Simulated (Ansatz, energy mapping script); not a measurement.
# MnS: J from the energies of magnetic orders, part 2 of 2

How strongly do the moments of MnS couple under PBE+U (4 eV)? The plan is to run several orders and fit a Heisenberg model.

PBE with U = 4 eV on Mn d, ortho-atomic projectors; plane waves, U on orthogonalised atomic orbitals unless named otherwise, collinear spin, no spin–orbit coupling.

So far. Step 10 (Order 6: uncompensated ++−, cell C of 6 atoms): The run ends ferrimagnetic, 46.22 meV a magnetic atom below the parallel order of its cell. Step 11 (Run 7 (parallel; cell D, 6 atoms)): The run ends ferromagnetic. For each magnetic atom its energy differs from the parallel run of the first cell by 0.00 meV, an error that one common reference would have brought in.

The database entry behind the starting cell differs from later determinations by our own check (an axis about 0.2 % short against later determinations), so it need not match the best structure at ambient conditions.

## Step 12: Order 8: uncompensated ++−, cell D of 6 atoms

This order reverses 6.67 of the 12 neighbours at 3.68 Å, 2.67 of the 6 neighbours at 5.21 Å and 8 of the 24 neighbours at 6.38 Å, counted for an average magnetic atom.

Contents of input.yaml:

```yaml
crystal:
  lattice:
    - [0.0, -2.6045, -2.6045]
    - [-5.209, 0.0, 0.0]
    - [2.6045, 5.209, -2.6045]
  atoms:
    - { symbol: Mn, position: [0.666666667, 0.666666667, 0.333333333], spin: 4.5 }
    - { symbol: Mn, position: [0.333333333, 0.333333333, 0.666666667], spin: 4.5 }
    - { symbol: Mn, position: [0.0, 0.0, 0.0], spin: -4.5 }
    - { symbol: S, position: [0.666666667, 0.166666667, 0.333333333] }
    - { symbol: S, position: [0.333333333, 0.833333333, 0.666666667] }
    - { symbol: S, position: [0.0, 0.5, 0.0] }
magnetization:
  spin_polarized: true
kpoints:
  mp_grid: { grid: [7, 7, 7] }
hamiltonian:
  xc: pbe
  hubbard:
    sites:
      - { species: Mn, l: d, u_eff: 4.0 }
      - { site: 0, l: d, u_eff: 4.0, starting_ns: [{ spin: up, occupation_matrix: mn1_major }, { spin: down, occupation_matrix: mn1_minor }] }
      - { site: 1, l: d, u_eff: 4.0, starting_ns: [{ spin: up, occupation_matrix: mn1_major }, { spin: down, occupation_matrix: mn1_minor }] }
      - { site: 2, l: d, u_eff: 4.0, starting_ns: [{ spin: up, occupation_matrix: mn1_minor }, { spin: down, occupation_matrix: mn1_major }] }
    projectors: ortho-atomic
    occupation_matrices:
      mn1_major:
        matrix:
          - [0.992, 0.0, 0.0, 0.0, 0.0]
          - [0.0, 0.998, 0.0, 0.0, 0.0]
          - [0.0, 0.0, 0.998, 0.0, 0.0]
          - [0.0, 0.0, 0.0, 0.992, 0.0]
          - [0.0, 0.0, 0.0, 0.0, 0.998]
      mn1_minor:
        matrix:
          - [0.11, 0.0, 0.0, 0.0, 0.0]
          - [0.0, 0.025, 0.0, 0.0, 0.0]
          - [0.0, 0.0, 0.025, 0.0, 0.0]
          - [0.0, 0.0, 0.0, 0.11, 0.0]
          - [0.0, 0.0, 0.0, 0.0, 0.025]
scf:
  occupations: { method: fermi_dirac, width: 0.05 }
output:
  eigenvalues: true
```

The run is started by

```bash
> ansatz run input.yaml --threads 4 --pin off --max-ram 8192MiB --backend cpu --events-out ev --progress --plain --runs-dir out
```

It took 13 s on 4 threads of Arm Neoverse V1, shared host; peak memory 0.81 GiB.

The run ends ferrimagnetic, 41.29 meV a magnetic atom below the parallel order of its cell.

## Step 13: Order 9: parallel, cell E of 6 atoms

This run holds the same structure in another cell (b 5.209 → 3.683 Å, c 6.380 → 8.236 Å, α 114.1 → 102.9°, β 106.8 → 102.9°).

Contents of input.yaml:

```yaml
crystal:
  lattice:
    - [0.0, 2.6045, 2.6045]
    - [0.0, 2.6045, -2.6045]
    - [-7.8135, -2.6045, 0.0]
  atoms:
    - { symbol: Mn, position: [0.0, 0.0, 0.0], spin: 4.5 }
    - { symbol: Mn, position: [0.333333333, 0.333333333, 0.666666667], spin: 4.5 }
    - { symbol: Mn, position: [0.666666667, 0.666666667, 0.333333333], spin: 4.5 }
    - { symbol: S, position: [0.833333333, 0.833333333, 0.666666667] }
    - { symbol: S, position: [0.166666667, 0.166666667, 0.333333333] }
    - { symbol: S, position: [0.5, 0.5, 0.0] }
magnetization:
  spin_polarized: true
kpoints:
  mp_grid: { grid: [7, 7, 7] }
hamiltonian:
  xc: pbe
  hubbard:
    sites:
      - { species: Mn, l: d, u_eff: 4.0 }
      - { site: 0, l: d, u_eff: 4.0, starting_ns: [{ spin: up, occupation_matrix: mn1_major }, { spin: down, occupation_matrix: mn1_minor }] }
      - { site: 1, l: d, u_eff: 4.0, starting_ns: [{ spin: up, occupation_matrix: mn1_major }, { spin: down, occupation_matrix: mn1_minor }] }
      - { site: 2, l: d, u_eff: 4.0, starting_ns: [{ spin: up, occupation_matrix: mn1_major }, { spin: down, occupation_matrix: mn1_minor }] }
    projectors: ortho-atomic
    occupation_matrices:
      mn1_major:
        matrix:
          - [0.992, 0.0, 0.0, 0.0, 0.0]
          - [0.0, 0.998, 0.0, 0.0, 0.0]
          - [0.0, 0.0, 0.998, 0.0, 0.0]
          - [0.0, 0.0, 0.0, 0.992, 0.0]
          - [0.0, 0.0, 0.0, 0.0, 0.998]
      mn1_minor:
        matrix:
          - [0.11, 0.0, 0.0, 0.0, 0.0]
          - [0.0, 0.025, 0.0, 0.0, 0.0]
          - [0.0, 0.0, 0.025, 0.0, 0.0]
          - [0.0, 0.0, 0.0, 0.11, 0.0]
          - [0.0, 0.0, 0.0, 0.0, 0.025]
scf:
  occupations: { method: fermi_dirac, width: 0.05 }
output:
  eigenvalues: true
```

Run time: 7.4 s. Hardware: 4 threads; peak memory 0.64 GiB.

The run ends ferromagnetic. For each magnetic atom its energy differs from the parallel run of the first cell by 0.22 meV, an error that one common reference would have brought in.

## Step 14: Uncompensated ++− start in cell E (6 atoms)

This order reverses 5.33 of the 12 neighbours at 3.68 Å, 1.33 of the 6 neighbours at 5.21 Å and 16 of the 24 neighbours at 6.38 Å, counted for an average magnetic atom.

Changes to input.yaml since step 13:

```diff
@@ -8,3 +8,3 @@
     - { symbol: Mn, position: [0.333333333, 0.333333333, 0.666666667], spin: 4.5 }
-    - { symbol: Mn, position: [0.666666667, 0.666666667, 0.333333333], spin: 4.5 }
+    - { symbol: Mn, position: [0.666666667, 0.666666667, 0.333333333], spin: -4.5 }
     - { symbol: S, position: [0.833333333, 0.833333333, 0.666666667] }
@@ -23,3 +23,3 @@
       - { site: 1, l: d, u_eff: 4.0, starting_ns: [{ spin: up, occupation_matrix: mn1_major }, { spin: down, occupation_matrix: mn1_minor }] }
-      - { site: 2, l: d, u_eff: 4.0, starting_ns: [{ spin: up, occupation_matrix: mn1_major }, { spin: down, occupation_matrix: mn1_minor }] }
+      - { site: 2, l: d, u_eff: 4.0, starting_ns: [{ spin: up, occupation_matrix: mn1_minor }, { spin: down, occupation_matrix: mn1_major }] }
     projectors: ortho-atomic
```

The job ended after 7.6 s (4 threads; peak memory 0.65 GiB).

The run ends ferrimagnetic, 29.00 meV a magnetic atom below the parallel order of its cell.

## Step 15: From energies to couplings

Each energy difference is a sum of couplings weighted by the pairs that the order reverses. A few near shells are fitted to the differences by least squares. Energies are those extrapolated to zero occupation width, not the free energies F.

The orders side by side; each is measured from the parallel order in the same cell and on the same mesh:

```csv
order,atoms,energy (meV a magnetic atom),moments (μB),moments kept as typed,"opposed neighbours at 3.68, 5.21, 6.38 Å"
parallel in cell A,4,0.00,4.50,yes,"0, 0, 0"
compensated +− in cell A,4,-59.70,4.42,yes,"6, 6, 12"
parallel in cell B,4,0.00,4.50,yes,"0, 0, 0"
compensated +− in cell B,4,-21.53,4.48,yes,"8, 0, 16"
parallel in cell C,6,0.00,4.50,yes,"0, 0, 0"
uncompensated ++− in cell C,6,-46.22,4.41 to 4.46,yes,"4, 4, 12"
parallel in cell D,6,0.00,4.50,yes,"0, 0, 0"
uncompensated ++− in cell D,6,-41.29,4.42 to 4.46,yes,"6.67, 2.67, 8"
parallel in cell E,6,0.00,4.50,yes,"0, 0, 0"
uncompensated ++− in cell E,6,-29.00,4.45 to 4.48,yes,"5.33, 1.33, 16"
```

The Heisenberg fit (each pair counts twice, positive J is ferromagnetic):

| pair | distance (Å) | neighbours | J (meV) |
| --- | --- | --- | --- |
| Mn–Mn | 3.68 | 12 | -1.01 |
| Mn–Mn | 5.21 | 6 | -3.72 |
| Mn–Mn | 6.38 | 24 | -0.154 |
| Mn–Mn | 7.37 | 12 | -0.419 |

Adding the shell at 8.24 Å gives -0.86, -3.6, -0.13, -0.45 and -0.11 meV and a mean-field temperature of 127 K, an exact solve that tests nothing.

In mean field these couplings order at 134 K, at q = (0.50, 0.50, 0.50) in fractions of the conventional cell's reciprocal vectors, and give a Curie–Weiss temperature of -333 K.

## Step 16: Monte Carlo

Mean field ignores fluctuations and overstates the ordering temperature, so the model is also sampled. The heat capacity peaks where order sets in.

Classical unit spins with these couplings on 8×8×4 copies of a cell that holds the lowest order (512 spins), heat-bath sweeps, cooled from random directions, 831 sweeps to settle and 2493 measured at each temperature, averaged over 4 runs.

| T (K) | order along the lowest pattern | net moment | heat capacity (k_B a spin) |
| --- | --- | --- | --- |
| 16.1 | 0.49 | 0.01 | 1.06 |
| 27.5 | 0.43 | 0.01 | 1.08 |
| 44.6 | 0.42 | 0.01 | 1.20 |
| 56.0 | 0.34 | 0.01 | 1.24 |
| 67.3 | 0.30 | 0.01 | 1.48 |
| 78.7 | 0.26 | 0.02 | 1.83 |
| 84.4 | 0.22 | 0.02 | 1.85 |
| 95.8 | 0.16 | 0.02 | 1.15 |
| 107 | 0.12 | 0.02 | 0.71 |
| 119 | 0.10 | 0.02 | 0.48 |
| 136 | 0.08 | 0.02 | 0.36 |
| 147 | 0.07 | 0.02 | 0.28 |

The smoothed heat capacity peaks at 80.1 K. The order column follows one pattern alone; equivalent domains or another pattern share the rest.

## Step 17: Summary of results

- lowest order tried: compensated +− in cell A
- largest fitted value, Mn–Mn at 5.21 Å: -3.72 meV
- ordering temperature, mean field: 134 K
- heat-capacity peak, Monte Carlo: 80.1 K

Of the orders tried, MnS prefers the order “compensated +− in cell A” under PBE+U (4 eV), with 6 of 12 neighbours at 3.68 Å, 6 of 6 neighbours at 5.21 Å and 12 of 24 neighbours at 6.38 Å opposed, and the heat capacity of the fitted model peaks near 80 K (Monte Carlo, classical spins). The largest fitted coupling is the Mn–Mn pair at 5.21 Å, antiferromagnetic at -3.7 meV, across a ligand at about 180°. The straight metal–ligand–metal path outweighs the right-angled one, the pattern expected of superexchange through one ligand p orbital, which these runs do not test. The orders also reverse pairs at 8.24 Å, which are not fitted, so the fitted values hold their part too. With 5 differences for 4 couplings the fit misses by 1.4 meV at most, a small part of the spread. In the fitted orders moments change by up to 2.1 % against the parallel run of the same cell, so their size stays put. Monte Carlo puts the peak at 0.60 of the mean-field temperature, since mean field leaves out fluctuations. In tests on simple cubic and body-centred models such peaks lay 5 to 6 % under the bulk value. On cooling, the order along the one computed pattern stays at or under 0.49: the model settles in an equivalent domain, a degenerate mixture or another order. The Curie–Weiss temperature is 4.2 times the peak temperature in size, a mark of frustration. The parallel order holds 5 μB a magnetic atom, spin 2.5; the common factor (S+1)/S would raise the classical 80.1 K to 112 K, a correction that often overshoots. The classical value and the one scaled by (S+1)/S differ by a factor of 1.4, so closeness of either to the measured temperature is partly a matter of convention.

Comparison with the measured values:

| quantity | measured | PBE+U (4 eV), Monte Carlo | PBE+U (4 eV), Monte Carlo × (S+1)/S |
| --- | --- | --- | --- |
| ordering temperature (spin model) (K) | 150 | 80 (-46.6 %) | 112 (-25.2 %) |

Measured values from arxiv:1108.4537 (2011).

**Verdict.** The ordering temperature is off by -46.6 % at PBE+U (4 eV), Monte Carlo: a clear miss. Of the levels listed, nearest comes PBE+U (4 eV), Monte Carlo × (S+1)/S (-25.2 %). A U picked for its result is no test. No cell relaxation is part of this session.

[Logs and program files are shortened in this print: banners, set-up blocks, solver, clock and traceback lines can be left out without a mark of their own.]

[Logs are printed without paths, hosts, clocks, repeated set-up lines and the standing remarks that a program may print on its own settings, such as how far it seeks lower states.]

[Hosts, paths, dates, database ids (printed as entryN), source tags and the programs' standing remarks are cut or masked in the printed files.]

[Where a cell is said to come from a database of computed structures, the database is the Materials Project.]
